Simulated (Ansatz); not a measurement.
## The perfect armchair germanene nanoribbon (N = 5, H edges)

What gap, if any, does the armchair germanene nanoribbon (N = 5, H edges) have, and how does it change with the functional and under strain?

Method: DFT PBE, plane waves, PAW; relaxation of a wire's period, in the first sound run; inputs show where later runs differ, in Ansatz 0.2.0.

## (1) Set-up

The cell holds 14 atoms: 10 Ge and 4 H. Cell: a = 17.791 Å, b = 7.670 Å, c = 7.080 Å, α = 90.0°, β = 90.0°, γ = 90.0°. Vacuum lies along a and b. The structure's axis is c.

## (2) The relaxed wire

Band widths follow the bond lengths, so the wire is relaxed first. The atoms and the third cell vector are free; the box across stays fixed as vacuum. A Fermi-Dirac smearing is set since the result may be a metal. The pressure printed is a third of the stress's trace over the whole box, vacuum included; only the stress along the axis is relaxed.

input.yaml reads:

```yaml
crystal:
  lattice:
    - [17.791, 0.0, 0.0]
    - [0.0, 7.67, 0.0]
    - [0.0, 0.0, 7.08]
  atoms:
    - { symbol: Ge, position: [0.270232048, 0.543676662, 0.0] }
    - { symbol: Ge, position: [0.499990909, 0.543676662, 0.0] }
    - { symbol: Ge, position: [0.729749771, 0.543676662, 0.0] }
    - { symbol: Ge, position: [0.270232048, 0.456323338, 0.333333333] }
    - { symbol: Ge, position: [0.499990909, 0.456323338, 0.333333333] }
    - { symbol: Ge, position: [0.729749771, 0.456323338, 0.333333333] }
    - { symbol: H, position: [0.196728683, 0.456323338, 0.439971751] }
    - { symbol: H, position: [0.803253135, 0.456323338, 0.439971751] }
    - { symbol: Ge, position: [0.385111478, 0.543676662, 0.5] }
    - { symbol: Ge, position: [0.61487034, 0.543676662, 0.5] }
    - { symbol: Ge, position: [0.385111478, 0.456323338, 0.833333333] }
    - { symbol: Ge, position: [0.61487034, 0.456323338, 0.833333333] }
    - { symbol: H, position: [0.196728683, 0.543676662, 0.893361582] }
    - { symbol: H, position: [0.803253135, 0.543676662, 0.893361582] }
kpoints:
  mp_grid: { grid: [1, 1, 12] }
scf:
  occupations: { method: fermi_dirac, width: 0.05 }
hamiltonian:
  xc: pbe
relax:
  cell: { fix: [a, b, alpha, beta, gamma] }
  max_steps: 60
```

Run with:

```console
ansatz run input.yaml --threads 8 --pin off --max-ram 16384MiB --backend cpu --events-out ev --progress --plain --runs-dir out
```

Numbers of over 12 decimals in the logs are rounded to 6 here.

Output:

```text
Engine: ansatz 0.2.0, aarch64-unknown-linux-gnu
Pseudopotentials: kind: paw
Pseudopotential: Ge, paw, valence charge 14, recommended cutoff 420 eV (normal), Ge.paw.azcp
Pseudopotential: H, paw, valence charge 1, recommended cutoff 420 eV (normal), H.paw.azcp
Functional definition: PBE
  parameter kappa = 0.804
  parameter beta = 0.066725
  exchange = pbe_x(kappa = kappa, mu = beta*pi^2/3)
  correlation = pbe_c(beta = beta)
Crystal: 14 atoms, lattice volume = 966.115 Å³
Basis set: ecut = 420 eV, 18837 PW (Γ), exchange–correlation on 240×108×96 points (8 copies of the dense FFT grid, shifted against one another)
Bands: 87, of which v1, the nominal top of the filled ones, is band 72 counted from 1 (71 counted from 0)
Symmetry: 4 space group operations
Space group: P2/m (ITA 10), of the structure as read, at distance tolerance 9.9e-5 Å
k-points: 7 of 12
Non-local potential: Ge, projectors of the file, l = 0: 2, l = 1: 2, l = 2: 3, l = 3: 1
Non-local potential: H, projectors of the file, l = 0: 2, l = 1: 1
PAW form: soft (Blöchl's): semilocal exchange-correlation on the pseudo side does not see the compensation charge
PAW one-centre angular grid: Ge, 590 points (default); XC on 64 Gauss nodes
PAW one-centre angular grid: H, 110 points (default); XC on 64 Gauss nodes
Initial density: superposition of atomic densities (neutral atoms: chi_scale 0, normalization atom), corrected by the library's trained network
Initial wavefunctions: pseudopotential atomic-orbital guess
Functional: x = pbe(κ = 0.804, μ = 0.219515), c = pbe(β = 0.066725)
SCF iter   1: F=—  HF=-43006.155395 eV  |F-HF|=—  |Δ(HF+E_count)|=         —  Δρ=1.68e-3  dr2=7.10e-2  ethr=1.77e-3  ⟨swp⟩=6.6  Hψ=2335  notcnv=0  defer=5
preconditioner: auto → LDOS  [metal: Δε(μ)=0.008 eV  Ē_g=7.555 eV  σ=0.050 eV  W_gap=0.04  n_scr=138 (ndim 8)  ℏωp=7.9 eV  f_vac=0.628  D(μ)=1.75/eV (n_scr^D=2)  β→1.0]
SCF iter   2: F=—  HF=-43006.176822 eV  |F-HF|=—  |Δ(HF+E_count)|=   2.14e-2  Δρ=1.15e-3  dr2=3.52e-2  ethr=4.93e-5  ⟨swp⟩=3.0  Hψ=1310  notcnv=0  defer=42
SCF iter   3: F=—  HF=-43006.166933 eV  |F-HF|=—  |Δ(HF+E_count)|=   9.89e-3  Δρ=4.21e-4  dr2=7.07e-3  ethr=2.44e-5  ⟨swp⟩=2.7  Hψ=1143  notcnv=0  defer=42
SCF iter   4: F=—  HF=-43006.165506 eV  |F-HF|=—  |Δ(HF+E_count)|=   1.43e-3  Δρ=1.11e-4  dr2=5.38e-4  ethr=4.91e-6  ⟨swp⟩=2.0  Hψ=674  notcnv=0  defer=42
SCF iter   5: F=—  HF=-43006.165442 eV  |F-HF|=—  |Δ(HF+E_count)|=   6.39e-5  Δρ=3.12e-5  dr2=1.55e-5  ethr=3.74e-7  ⟨swp⟩=2.0  Hψ=690  notcnv=0  defer=42
SCF iter   6: F=—  HF=-43006.165430 eV  |F-HF|=—  |Δ(HF+E_count)|=   1.17e-5  Δρ=1.21e-5  dr2=1.07e-6  ethr=1.08e-8  ⟨swp⟩=2.0  Hψ=1102  notcnv=0  defer=42
SCF iter   7: F=—  HF=-43006.165433 eV  |F-HF|=—  |Δ(HF+E_count)|=   2.48e-6  Δρ=3.93e-6  dr2=1.45e-7  ethr=7.42e-10  ⟨swp⟩=2.0  Hψ=1072  notcnv=0  defer=42
SCF iter   8: F=-43006.165433 eV  HF=-43006.165433 eV  |F-HF|=1.96e-8  |Δ(HF+E_count)|=   2.30e-7  Δρ=1.05e-6  dr2=1.15e-8  ethr=6.94e-11  ⟨swp⟩=4.0  Hψ=1803  notcnv=0
SCF 1 converged in 8 iterations: F = -43006.165433 eV  dr2 = 1.15e-8
  greatest PAW one-centre occupation: 0.998 electrons in one spin orbital (limit 2), on the Ge atom at site 3 (counted from 0), in its partial waves of l = 2
relax step   1: F+E_penalty+E_count = -43006.16543298 eV  Δ(F+E_penalty+E_count) = +0.000e0 eV  max|allowed force component| = 1.231e0 eV/Å  Δτ_max = 0.0000 Å  P = -0.381 GPa  Ω = 966.115 Å³  fix = [a, b, alpha, beta, gamma]  reactions: a -0.492, b +0.265 GPa; alpha -0.142 GPa/rad  (8 SCF iters, dr2 threshold 1.00e-7 eV, accepted)
Crystal: 14 atoms, lattice volume = 954.633 Å³
Basis set: ecut = 420 eV, 18653 PW (Γ), exchange–correlation on 240×108×96 points (8 copies of the dense FFT grid, shifted against one another)
Initial density: handed on by an earlier stage of this run
Initial wavefunctions: those handed on with the density
iter 1 solved again at ethr=2.73e-4 eV; its pass at ethr=3.10e-3 eV (dr2=3.93e-1 eV) is discarded
SCF iter   1: F=—  HF=-43006.662897 eV  |F-HF|=—  |Δ(HF+E_count)|=         —  Δρ=8.08e-3  dr2=3.95e-1  ethr=2.73e-4  ⟨swp⟩=3.6  Hψ=3009  notcnv=0
preconditioner: auto → LDOS  [metal: Δε(μ)=0.031 eV  Ē_g=7.713 eV  σ=0.050 eV  W_gap=0.15  n_scr=130 (ndim 8)  ℏωp=8.0 eV  f_vac=0.630  D(μ)=1.69/eV (n_scr^D=2)  β→1.0]
SCF iter   2: F=—  HF=-43006.626580 eV  |F-HF|=—  |Δ(HF+E_count)|=   3.63e-2  Δρ=1.87e-3  dr2=7.05e-2  ethr=2.73e-4  ⟨swp⟩=4.7  Hψ=1100  notcnv=0  defer=1
SCF iter   3: F=—  HF=-43006.611813 eV  |F-HF|=—  |Δ(HF+E_count)|=   1.48e-2  Δρ=9.75e-4  dr2=2.92e-2  ethr=4.89e-5  ⟨swp⟩=3.4  Hψ=1324  notcnv=0  defer=9
SCF iter   4: F=—  HF=-43006.604314 eV  |F-HF|=—  |Δ(HF+E_count)|=   7.50e-3  Δρ=2.73e-4  dr2=1.85e-3  ethr=2.03e-5  ⟨swp⟩=2.7  Hψ=850  notcnv=0  defer=11
SCF iter   5: F=—  HF=-43006.603845 eV  |F-HF|=—  |Δ(HF+E_count)|=   4.69e-4  Δρ=7.31e-5  dr2=1.62e-4  ethr=1.29e-6  ⟨swp⟩=2.0  Hψ=770  notcnv=0  defer=11
SCF iter   6: F=—  HF=-43006.603724 eV  |F-HF|=—  |Δ(HF+E_count)|=   1.21e-4  Δρ=2.59e-5  dr2=7.52e-6  ethr=1.13e-7  ⟨swp⟩=2.4  Hψ=879  notcnv=0  defer=17
SCF iter   7: F=-43006.603730 eV  HF=-43006.603730 eV  |F-HF|=1.97e-8  |Δ(HF+E_count)|=   6.52e-6  Δρ=8.86e-6  dr2=1.05e-6  ethr=9.72e-10  ⟨swp⟩=4.3  Hψ=2138  notcnv=0
SCF 2 converged in 7 iterations: F = -43006.603730 eV  dr2 = 1.05e-6
  greatest PAW one-centre occupation: 0.998 electrons in one spin orbital (limit 2), on the Ge atom at site 5 (counted from 0), in its partial waves of l = 2
relax step   2: F+E_penalty+E_count = -43006.60373013 eV  Δ(F+E_penalty+E_count) = -4.383e-1 eV  max|allowed force component| = 2.823e-1 eV/Å  Δτ_max = 0.1931 Å  P = +0.110 GPa  Ω = 954.633 Å³  energy of the carried Pulay correction = +1.054e-3 eV  fix = [a, b, alpha, beta, gamma]  reactions: a +0.070, b +0.164 GPa; alpha +0.045 GPa/rad  (7 SCF iters, dr2 threshold 1.40e-6 eV, accepted)
Crystal: 14 atoms, lattice volume = 956.702 Å³
Basis set: ecut = 420 eV, 18693 PW (Γ), exchange–correlation on 240×108×96 points (8 copies of the dense FFT grid, shifted against one another)
iter 1 solved again at ethr=4.23e-5 eV; its pass at ethr=3.10e-3 eV (dr2=6.10e-2 eV) is discarded
SCF iter   1: F=—  HF=-43006.667595 eV  |F-HF|=—  |Δ(HF+E_count)|=         —  Δρ=3.05e-3  dr2=6.12e-2  ethr=4.23e-5  ⟨swp⟩=3.3  Hψ=2461  notcnv=0  defer=1
preconditioner: auto → LDOS  [metal: Δε(μ)=0.043 eV  Ē_g=7.664 eV  σ=0.050 eV  W_gap=0.21  n_scr=130 (ndim 8)  ℏωp=8.0 eV  f_vac=0.631  D(μ)=1.65/eV (n_scr^D=2)  β→1.0]
SCF iter   2: F=—  HF=-43006.657189 eV  |F-HF|=—  |Δ(HF+E_count)|=   1.04e-2  Δρ=7.03e-4  dr2=1.14e-2  ethr=4.23e-5  ⟨swp⟩=3.1  Hψ=891  notcnv=0
[...]
SCF 3 converged in 6 iterations: F = -43006.653908 eV  dr2 = 7.24e-7
relax step   3: F+E_penalty+E_count = -43006.65390797 eV  Δ(F+E_penalty+E_count) = -5.018e-2 eV  max|allowed force component| = 1.245e-1 eV/Å  Δτ_max = 0.1014 Å  P = +0.054 GPa  Ω = 956.702 Å³  energy of the carried Pulay correction = +8.629e-4 eV  fix = [a, b, alpha, beta, gamma]  reactions: a -0.073, b +0.214 GPa; alpha +0.017 GPa/rad  (6 SCF iters, dr2 threshold 1.40e-6 eV, accepted)
[...]
relax step   4: F+E_penalty+E_count = -43006.66952281 eV  Δ(F+E_penalty+E_count) = -1.561e-2 eV  max|allowed force component| = 8.724e-2 eV/Å  Δτ_max = 0.1558 Å  P = +0.041 GPa  Ω = 959.450 Å³  energy of the carried Pulay correction = +6.101e-4 eV  fix = [a, b, alpha, beta, gamma]  reactions: a +0.016, b +0.239 GPa; alpha +0.022 GPa/rad  (7 SCF iters, dr2 threshold 9.69e-7 eV, accepted)
[...]
relax step   5: F+E_penalty+E_count = -43006.67489323 eV  Δ(F+E_penalty+E_count) = -5.370e-3 eV  max|allowed force component| = 4.771e-2 eV/Å  Δτ_max = 0.0456 Å  P = +0.074 GPa  Ω = 957.185 Å³  energy of the carried Pulay correction = +8.183e-4 eV  fix = [a, b, alpha, beta, gamma]  reactions: a -0.015, b +0.248 GPa; alpha -0.021 GPa/rad  (6 SCF iters, dr2 threshold 4.76e-7 eV, accepted)
[...]
relax step   6: F+E_penalty+E_count = -43006.67610556 eV  Δ(F+E_penalty+E_count) = -1.212e-3 eV  max|allowed force component| = 1.774e-2 eV/Å  Δτ_max = 0.0132 Å  P = +0.077 GPa  Ω = 957.137 Å³  energy of the carried Pulay correction = +8.228e-4 eV  fix = [a, b, alpha, beta, gamma]  reactions: a +0.000, b +0.252 GPa; alpha -0.009 GPa/rad  (6 SCF iters, dr2 threshold 1.42e-7 eV, accepted)
[...]
relax step   7: F+E_penalty+E_count = -43006.67669218 eV  Δ(F+E_penalty+E_count) = -5.866e-4 eV  max|allowed force component| = 6.647e-3 eV/Å  Δτ_max = 0.0165 Å  P = +0.092 GPa  Ω = 955.560 Å³  energy of the carried Pulay correction = +9.681e-4 eV  fix = [a, b, alpha, beta, gamma]  reactions: a +0.007, b +0.251 GPa; alpha -0.005 GPa/rad  (7 SCF iters, dr2 threshold 1.97e-8 eV, accepted)
Initial wavefunctions: pseudopotential atomic-orbital guess (no wavefunctions were taken with the density)
iter 1 solved again at ethr=2.87e-7 eV; its pass at ethr=3.10e-3 eV (dr2=4.14e-4 eV) is discarded
SCF iter   1: F=—  HF=-43006.675884 eV  |F-HF|=—  |Δ(HF+E_count)|=         —  Δρ=9.96e-6  dr2=1.31e-7  ethr=2.87e-7  ⟨swp⟩=3.6  Hψ=3802  notcnv=0
eigensolver tolerance schedule: the retry pair's looser diagonalisation over-reported the residual by 3154.77 of it (diagonalisation noise at 0.41 of the residual, at the tolerance the schedule requests for it); recorded, not acted on — ethr = c·dr2/N_el stays at c = 1.0e-1
preconditioner: auto → LDOS  [metal: Δε(μ)=0.050 eV  Ē_g=7.688 eV  σ=0.050 eV  W_gap=0.25  n_scr=130 (ndim 8)  ℏωp=8.0 eV  f_vac=0.630  D(μ)=1.63/eV (n_scr^D=2)  β→1.0]
SCF iter   2: F=—  HF=-43006.675786 eV  |F-HF|=—  |Δ(HF+E_count)|=   9.73e-5  Δρ=2.11e-6  dr2=5.88e-8  ethr=9.11e-11  ⟨swp⟩=3.0  Hψ=1552  notcnv=0
SCF iter   3: F=—  HF=-43006.675786 eV  |F-HF|=—  |Δ(HF+E_count)|=   1.70e-9  Δρ=1.12e-6  dr2=6.38e-8  ethr=4.09e-11  ⟨swp⟩=2.3  Hψ=1117  notcnv=0
SCF iter   4: F=—  HF=-43006.675786 eV  |F-HF|=—  |Δ(HF+E_count)|=   1.05e-8  Δρ=4.90e-7  dr2=3.47e-9  ethr=4.09e-11  ⟨swp⟩=2.0  Hψ=693  notcnv=0
SCF iter   5: F=—  HF=-43006.675786 eV  |F-HF|=—  |Δ(HF+E_count)|=   1.51e-9  Δρ=1.54e-7  dr2=4.21e-10  ethr=2.41e-12  ⟨swp⟩=2.0  Hψ=1114  notcnv=0
SCF iter   6: F=-43006.675786 eV  HF=-43006.675786 eV  |F-HF|=2.18e-11  |Δ(HF+E_count)|=  1.53e-10  Δρ=4.06e-8  dr2=2.09e-11  ethr=1.00e-12  ⟨swp⟩=4.0  Hψ=1801  notcnv=0
SCF 8 converged in 6 iterations: F = -43006.675786 eV  dr2 = 2.09e-11
relax step   8: F+E_penalty+E_count = -43006.67578629 eV  Δ(F+E_penalty+E_count) = +9.059e-4 eV  max|allowed force component| = 6.663e-3 eV/Å  Δτ_max = 0.0000 Å  P = +0.091 GPa  Ω = 955.560 Å³  fix = [a, b, alpha, beta, gamma]  reactions: a +0.006, b +0.251 GPa; alpha -0.004 GPa/rad  stress off target by 1.55e-2 GPa on what of the cell is left free  SCF on the basis re-selected at this cell (its energy is not comparable with the rows above)  (6 SCF iters)
basis re-selected at this cell: Δ(F+E_penalty+E_count) = +9.059e-4 eV, ΔP = -0.001 GPa vs the last step (what re-selecting the basis moved, of the pressure what is left beyond the Pulay correction that the steps carried, after the strain that the cell walked since its last selection, with what the two solves' SCF thresholds leave and, on support functions, any second-order correction that the steps lacked; it is no m [...]
SCF converged after 6 iterations
Free energy (F): -43006.675786 eV
Harris-Foulkes:  -43006.675786 eV  (|F-HF|=2.18e-11)
Internal energy: -43006.663687 eV  (E = F + TS)
E sigma→0 (E₀):  -43006.669737 eV
Entropy (-TS):   -0.012099 eV (-0.864 meV/atom)
Fermi energy:    -1.351310 eV
--- Per-component energies (eV) ---
  E_band       = -2845.317398
  E_kinetic    = 1153.185297
  E_local      = -59246.503228  (includes V_loc(G=0)·N_el)
  E_nonlocal   = 4181.587000
  E_hartree    = 27428.505196
  E_xc         = -781.514263
  E_vxc        = -677.726926  (∫ρ·V_xc dr)
  E_paw        = -20190.167439  (= ΣΔE_a)
  E_vpaw       = -3112.867607  (= ΣTr[D̂ρ^β])
  E_aug_tail   = -0.001760  (compensation charges beyond the density's cutoff)
  E_ewald      = 4448.245510
  E_smearing   = -0.012099  (= −TS)
  E_closure    = 0.000000  (closes the sum)
  Σ components = -43006.675786   (vs F -43006.675786, Δ=0.00e0)
--- Forces (eV/Å), atoms counted from 1 ---
  atom   1  Ge    -0.00232437    -0.00255310     0.00504554
  atom   2  Ge     0.00000000    -0.00021618    -0.00666348
  atom   3  Ge     0.00232437    -0.00255310     0.00504554
  atom   4  Ge    -0.00232437     0.00255310    -0.00504554
  atom   5  Ge    -0.00000000     0.00021618     0.00666348
  atom   6  Ge     0.00232437     0.00255310    -0.00504554
  atom   7  H      0.00154312     0.00193243    -0.00537496
  atom   8  H     -0.00154312     0.00193243    -0.00537496
  atom   9  Ge    -0.00323669     0.00064263    -0.00079352
  atom  10  Ge     0.00323669     0.00064263    -0.00079352
  atom  11  Ge    -0.00323669    -0.00064263     0.00079352
  atom  12  Ge     0.00323669    -0.00064263     0.00079352
  atom  13  H      0.00154312    -0.00193243     0.00537496
  atom  14  H     -0.00154312    -0.00193243     0.00537496
  max |Σ_I F_I| component: 8.67e-19 eV/Å
--- Stress (GPa, compression-positive) ---
        0.006163      -0.000000      -0.000000
       -0.000000       0.251055       0.004468
       -0.000000       0.004468       0.015545
  P = ⅓ Tr σ = 0.0909 GPa (0.909 kbar)
--- Relaxed structure (7 steps of the walk, 7 accepted, 1 SCFs on fresh bases) ---
  F+E_penalty+E_count = -43006.67578629 eV   max|allowed force component| = 6.663e-3 eV/Å   (the final SCF, on the basis selected at the relaxed cell)
  cell:  # Å, volume = 955.5601 Å³
    - [17.791, 0, 0]
    - [0, 7.67, 0]
    - [0, 0, 7.002648]
  atoms:
    - { symbol: Ge, position: [0.276964, 0.544921, 0.00516425] }
    - { symbol: Ge, position: [0.5, 0.541764, -0.000788129] }
    - { symbol: Ge, position: [0.723036, 0.544921, 0.00516425] }
    - { symbol: Ge, position: [0.276964, 0.455079, 0.328169] }
    - { symbol: Ge, position: [0.5, 0.458236, 0.334121] }
    - { symbol: Ge, position: [0.723036, 0.455079, 0.328169] }
    - { symbol: H, position: [0.202950, 0.505234, 0.435224] }
    - { symbol: H, position: [0.797050, 0.505234, 0.435224] }
    - { symbol: Ge, position: [0.386846, 0.546814, 0.500650] }
    - { symbol: Ge, position: [0.613154, 0.546814, 0.500650] }
    - { symbol: Ge, position: [0.386846, 0.453186, 0.832683] }
    - { symbol: Ge, position: [0.613154, 0.453186, 0.832683] }
    - { symbol: H, position: [0.202950, 0.494766, 0.898110] }
    - { symbol: H, position: [0.797050, 0.494766, 0.898110] }
```

It took 38 s on 8 threads of Arm Neoverse V1, shared host; peak memory 2.8 GiB.

Step by step:

| step | energy less that of the first step (eV) | largest force component (eV/Å) | pressure (GPa) | volume (Å³) |
| --- | --- | --- | --- | --- |
| 1 | 0.0000 | 1.2311 | -0.38 | 966.12 |
| 2 | -0.4383 | 0.2823 | 0.11 | 954.63 |
| 3 | -0.4885 | 0.1245 | 0.05 | 956.70 |
| 4 | -0.5041 | 0.0872 | 0.04 | 959.45 |
| 5 | -0.5095 | 0.0477 | 0.07 | 957.19 |
| 6 | -0.5107 | 0.0177 | 0.08 | 957.14 |
| 7 | -0.5113 | 0.0066 | 0.09 | 955.56 |
| 8* | -0.5104 | 0.0067 | 0.09 | 955.56 |

Relaxation steps marked * repeat the geometry before them on a plane-wave basis chosen anew for their cell, so energy and pressure can jump there.

Forces are held to the 4 operations that the run works with; a distortion that breaks them can't arise in this run.

| cell as run | before | after | change |
| --- | --- | --- | --- |
| c (Å) | 7.080 | 7.003 | -1.1 % |

The atoms that moved most (Å, along periodic axes as changes of fractional coordinates times the final cell, across vacuum about the mean position):

| atom | dx | dy | dz | length |
| --- | --- | --- | --- | --- |
| H7 | 0.111 | 0.375 | -0.033 | 0.393 |
| H13 | 0.111 | -0.375 | 0.033 | 0.393 |
| H8 | -0.111 | 0.375 | -0.033 | 0.393 |
| H14 | -0.111 | -0.375 | 0.033 | 0.393 |
| Ge6 | -0.120 | -0.010 | -0.036 | 0.125 |
| Ge3 | -0.120 | 0.010 | 0.036 | 0.125 |
| Ge4 | 0.120 | -0.010 | -0.036 | 0.125 |
| Ge1 | 0.120 | 0.010 | 0.036 | 0.125 |

This step gave:

* energy at zero smearing: -43006.6697 eV
* cell length along the wire: 7.003 Å

The cell's length comes to 7.003 Å with spin left out.

[end of part 1 of 4]

[Logs are printed without paths, hosts, clocks, repeated set-up lines and the standing remarks that a program may print on its own settings, such as how far it seeks lower states.]

[Hosts, paths, dates, database ids (printed as entryN), source tags and the programs' standing remarks are cut or masked in the printed files.]
